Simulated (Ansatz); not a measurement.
# Lattice dynamics of SnTe2 (model cell, started as fluorite), part 2 of 2

Task: relax SnTe2 (model cell, started as fluorite), then find its harmonic phonons.

Ansatz 0.2.0; DFT PBE, scalar-relativistic, plane waves, PAW.

So far. Step 4 (Tight relaxation): The forces vanish by symmetry and the pressure is 0.001 GPa, within the tolerances set. The cell now holds 34.40 Å³/atom. Step 5 (Modes at Γ): Before it was imposed, the acoustic sum rule was missed by 6.8e-5 eV/Å². Small misses are needed for a sound result but don't prove that mesh and cutoff are converged. The lowest optical mode is real, 66.3 cm⁻¹. The relaxed cell has a = 7.446 Å (conventional setting).

The structure was built from a prototype and need not be the compound's stable phase.

### 6. Response at finite wavevector

Stability and thermal properties need the whole zone. Linear response on a 4×4×4 q mesh gives force constants as far as a supercell of that size would.

input.yaml reads:

```yaml
crystal:
  lattice:
    - [0.0, 3.7227547923, 3.7227547923]
    - [3.7227547923, 0.0, 3.7227547923]
    - [3.7227547923, 3.7227547923, 0.0]
  atoms:
    - { symbol: Sn, position: [0.0, 0.0, 0.0] }
    - { symbol: Te, position: [0.25, 0.25, 0.25] }
    - { symbol: Te, position: [0.75, 0.75, 0.75] }
kpoints:
  mp_grid: { grid: [12, 12, 12] }
hamiltonian:
  xc: pbe
scf:
  occupations: { method: methfessel_paxton, width: 0.2 }
output:
  eigenvalues: true
phonons:
  method: dfpt
  qmesh: [4, 4, 4]
  temperatures: { t_max: 1000, t_step: 50 }
  qpath:
    path:
      - [[0.0, 0.0, 0.0], [0.5, 0.0, 0.5], [0.625, 0.25, 0.625]]
      - [[0.375, 0.375, 0.75], [0.0, 0.0, 0.0], [0.5, 0.5, 0.5], [0.5, 0.25, 0.75], [0.5, 0.0, 0.5]]
    npoints: 10
```

Started as:

```
$ ansatz run input.yaml --threads 4 --pin off --max-ram 7168MiB --backend cpu --events-out ev --progress --plain --runs-dir out
```

Run time: 32 min. Hardware: 4 threads of Arm Neoverse V2, shared host; peak memory 7 GiB; 2.1 h of CPU time.

Numbers from this step:

```yaml
sum_rule_residual_before_enforcement: 7.00e-5 eV/Å²
lowest_frequency_on_the_path: -67.02 cm⁻¹
highest_frequency_on_the_path_or_at_a_solved_wavevector: 78.9 cm⁻¹
lowest_mode_on_the_q_mesh_acoustic_modes_at_gamma_apart: -67.02 cm⁻¹
```

Frequencies (cm⁻¹) solved at each irreducible wavevector; negative means imaginary. Frequencies by wavevector, by row:

```tsv
q in reciprocal lattice units	star	mode 1	mode 2	mode 3	mode 4	mode 5	mode 6	mode 7	mode 8	mode 9
0 0 0	1	0	0	0	66.3	66.3	66.3	74.3	74.3	74.3
0 0 0.25	8	-33.5	-33.5	22.3	40	59.6	59.6	72.9	73.1	73.1
0 0 -0.5	4	-54.5	-38.4	-38.4	17.7	52.1	52.1	71.9	71.9	73
0 0.25 0.25	6	-19	-19	16.2	25.1	52.8	52.8	60.6	78.8	78.8
0 0.25 -0.5	24	-57.7	-33	-30.4	31	40.6	62.9	74.9	75.6	76.6
0 0.25 -0.25	12	-45.6	-43.5	-9.9	19.9	48.5	49.4	71.8	74.2	78.4
0 -0.5 -0.5	3	-67	-26.5	-26.5	38	38	60.8	72.1	73.7	73.7
0.25 -0.5 -0.25	6	-55.8	-34.6	-34.6	-30	37.3	68.7	71.6	71.6	74.6
```

Interpolated from a 4×4×4 q mesh. The phonon branches at the labelled points (cm⁻¹):

```tsv
point	branch 1	branch 2	branch 3	branch 4	branch 5	branch 6	branch 7	branch 8	branch 9
Γ	0	0	0	66	66	66	74	74	74
halfway	-19	-19	16	25	53	53	61	79	79
X	-67	-26	-26	38	38	61	72	74	74
halfway	-65	-27	-26	24	35	68	72	73	75
U	-61	-30	-22	-17	31	72	72	74	74
jump to K	-61	-30	-22	-17	31	72	72	74	74
halfway	-44	-28	23	36	39	60	70	75	78
Γ	0	0	0	66	66	66	74	74	74
halfway	-34	-34	22	40	60	60	73	73	73
L	-54	-38	-38	18	52	52	72	72	73
halfway	-56	-37	-36	31	43	59	72	76	77
W	-56	-35	-35	-30	37	69	72	72	75
halfway	-63	-28	-25	-23	42	69	71	73	75
X	-67	-26	-26	38	38	61	72	74	74
```

Tetrahedra on a 16×16×16 mesh, mean over bins of 2 cm-1. Interpolated from a 4×4×4 q mesh. Table of phonon density of states by wavenumber; read off at these points:

```tsv
wavenumber (cm⁻¹)	phonon density of states (1/cm⁻¹/cell)
-67.0	0.00154
-63.0	0.0161
-59.0	0.0348
-57.0	0.0730
-55.0	0.0713
-51.0	0.0267
-47.0	0.0186
-43.0	0.0321
-39.0	0.126
-35.0	0.0991
-31.0	0.0860
-27.0	0.0859
-23.0	0.0556
-19.0	0.0326
-15.0	0.0191
-11.0	0.0145
-7.0	0.0124
-3.0	0.0105
1.0	0.00973
5.0	0.00974
7.0	0.0101
11.0	0.0110
15.0	0.0128
19.0	0.0189
23.0	0.0239
27.0	0.0338
31.0	0.0333
35.0	0.0643
39.0	0.0825
43.0	0.0596
47.0	0.0927
51.0	0.0802
55.0	0.0722
59.0	0.0539
63.0	0.0487
67.0	0.0535
71.0	0.214
75.0	0.423
79.0	0.0858
```

Phonopy on the run's constants, 13x13x13 mesh, Gaussian sigma 2.0 cm-1. Interpolated from a 4×4×4 q mesh. Partial phonon density of states against wavenumber; read off at these points; values in 1/cm⁻¹/cell:

```tsv
wavenumber (cm⁻¹)	Sn	Te
-75.0	0	0
-70.0	0	4.6e-4
-65.0	6.3e-5	0.0104
-60.0	0.00121	0.0322
-55.0	0.00492	0.0545
-50.0	0.00280	0.0224
-45.0	0.00509	0.0213
-40.0	0.0238	0.0682
-37.4	0.0287	0.0772
-35.0	0.0273	0.0711
-30.0	0.0252	0.0553
-25.0	0.0267	0.0473
-20.0	0.0153	0.0287
-15.0	0.00685	0.0146
-10.0	0.00533	0.0124
-5.0	5.1e-4	0.00125
0.0	8.6e-4	0.00264
5.0	0.00278	0.00744
10.0	0.00323	0.0071
15.0	0.00362	0.00814
20.0	0.00895	0.0205
25.0	0.00528	0.0148
30.0	0.00705	0.0311
35.0	0.00962	0.0605
40.0	0.00555	0.0608
45.0	0.00819	0.0647
48.0	0.0114	0.0810
50.0	0.00929	0.0700
55.0	0.00747	0.0615
60.0	0.00761	0.0440
65.0	0.0179	0.0384
70.0	0.110	0.0710
74.3	0.208	0.147
75.0	0.200	0.150
80.0	0.0440	0.0407
85.0	1.4e-4	1.3e-4
90.0	0	0
```

Symmetry leaves 8 wavevectors to solve. The lowest mode among them, the acoustic zeros apart, lies at q = (0, -0.5, -0.5) and is imaginary, 67.0i cm⁻¹, so the energy falls along it.

### 7. Another isotope, element Sn, natural mass 118.71 amu

An isotope changes the mass and not the force constants, so no new electronic calculation is needed; the shifts show which modes move this element.

The same force constants with the mass of Sn changed from 118.710 to 123.905 u (phonopy, no LO-TO term). Both lists are sorted by frequency; levels can cross, so a row need not hold one and the same mode. Modes under 3 cm⁻¹ are left out. Isotope shifts, by row:

```tsv
q	rank	natural mass (cm⁻¹)	changed mass (cm⁻¹)
0 0 0	4	66.35	66.35
0 0 0	5	66.35	66.35
0 0 0	6	66.35	66.35
0 0 0	7	74.31	73.24
0 0 0	8	74.31	73.24
0 0 0	9	74.31	73.24
0 0 0.25	1	-33.55	-33.37
0 0 0.25	2	-33.55	-33.37
0 0 0.25	3	22.34	22.16
0 0 0.25	4	39.97	39.97
0 0 0.25	5	59.62	59.35
0 0 0.25	6	59.62	59.35
0 0 0.25	7	72.87	71.9
0 0 0.25	8	73.09	72.24
0 0 0.25	9	73.09	72.24
0 0 -0.5	1	-54.49	-54.32
0 0 -0.5	2	-38.41	-38.15
0 0 -0.5	3	-38.41	-38.15
0 0 -0.5	4	17.67	17.67
0 0 -0.5	5	52.12	52.12
0 0 -0.5	6	52.12	52.12
0 0 -0.5	7	71.94	70.88
0 0 -0.5	8	71.94	70.88
0 0 -0.5	9	73.04	71.71
0 0.25 0.25	1	-18.97	-18.82
0 0.25 0.25	2	-18.97	-18.82
0 0.25 0.25	3	16.19	16.17
0 0.25 0.25	4	25.1	25.1
0 0.25 0.25	5	52.81	52.68
0 0.25 0.25	6	52.81	52.68
0 0.25 0.25	7	60.57	59.37
0 0.25 0.25	8	78.83	77.97
0 0.25 0.25	9	78.83	77.97
```

A mode of this element alone would shift by -2.12 %. The highest zone-centre frequency without the field goes from 74.3 to 73.2 cm⁻¹ (-1.4 %). The product of the frequency ratios over all optical modes at Γ is 0.957; the product rule, (m/m′)^(3k/2) (M′/M)^(3/2) with k = 1 such atoms and M the mass of the cell, gives 0.957.

### 8. Isotope substitution, element Te, natural mass 127.6 amu

The same for Te, from 127.60 to 129.91 u.

A mode of this element alone would shift by -0.89 %. The highest zone-centre frequency without the field goes from 74.3 to 74.1 cm⁻¹ (-0.3 %). The product of the frequency ratios over all optical modes at Γ is 0.965; the product rule, (m/m′)^(3k/2) (M′/M)^(3/2) with k = 2 such atoms and M the mass of the cell, gives 0.965.

### 9. Outcome

| Property | Result |
| --- | --- |
| space group after relaxation (within 0.01 Å) | Fm-3m |
| volume per atom | 34.4 Å³ |
| electronic character | no gap on this mesh |
| highest optical mode at the zone centre (no LO-TO term) | 74.3 cm⁻¹ |
| lowest optical zone-centre mode | 66.3 cm⁻¹ |
| lowest mode on the q mesh (acoustic modes at Γ apart) | -67.0 cm⁻¹ |
| highest frequency on the path or at a solved wavevector | 78.9 cm⁻¹ |
| imaginary modes on the 4×4×4 q mesh | yes |

What this shows: Modes are clearly imaginary (beyond 10i cm⁻¹) at 7 of the 8 irreducible wavevectors, most at q = (0, -0.5, -0.5) (67.0i cm⁻¹), so this structure is not a minimum of the energy. The optical modes at Γ span 66 to 74 cm⁻¹. The highest mode in this list at Γ, 74.3 cm⁻¹, has its largest share on Sn (68 % of the kinetic energy). With no gap, or one that is small against the smearing, the frequencies hang on the k mesh and the smearing, most of all near Kohn anomalies. Spin-orbit coupling is left out, which can matter for the heavy elements here. A phonon run warned that its eigensolver left some bands unconverged in a pass. The starting cell was built on a prototype and not taken from a measurement, so the phase need not exist. These are harmonic frequencies at zero temperature: anharmonic shifts, linewidths and thermal expansion are left out.

[Logs are printed without paths, hosts, clocks, repeated set-up lines and the standing remarks that a program may print on its own settings, such as how far it seeks lower states.]

[Hosts, paths, dates, database ids (printed as entryN), source tags and the programs' standing remarks are cut or masked in the printed files.]
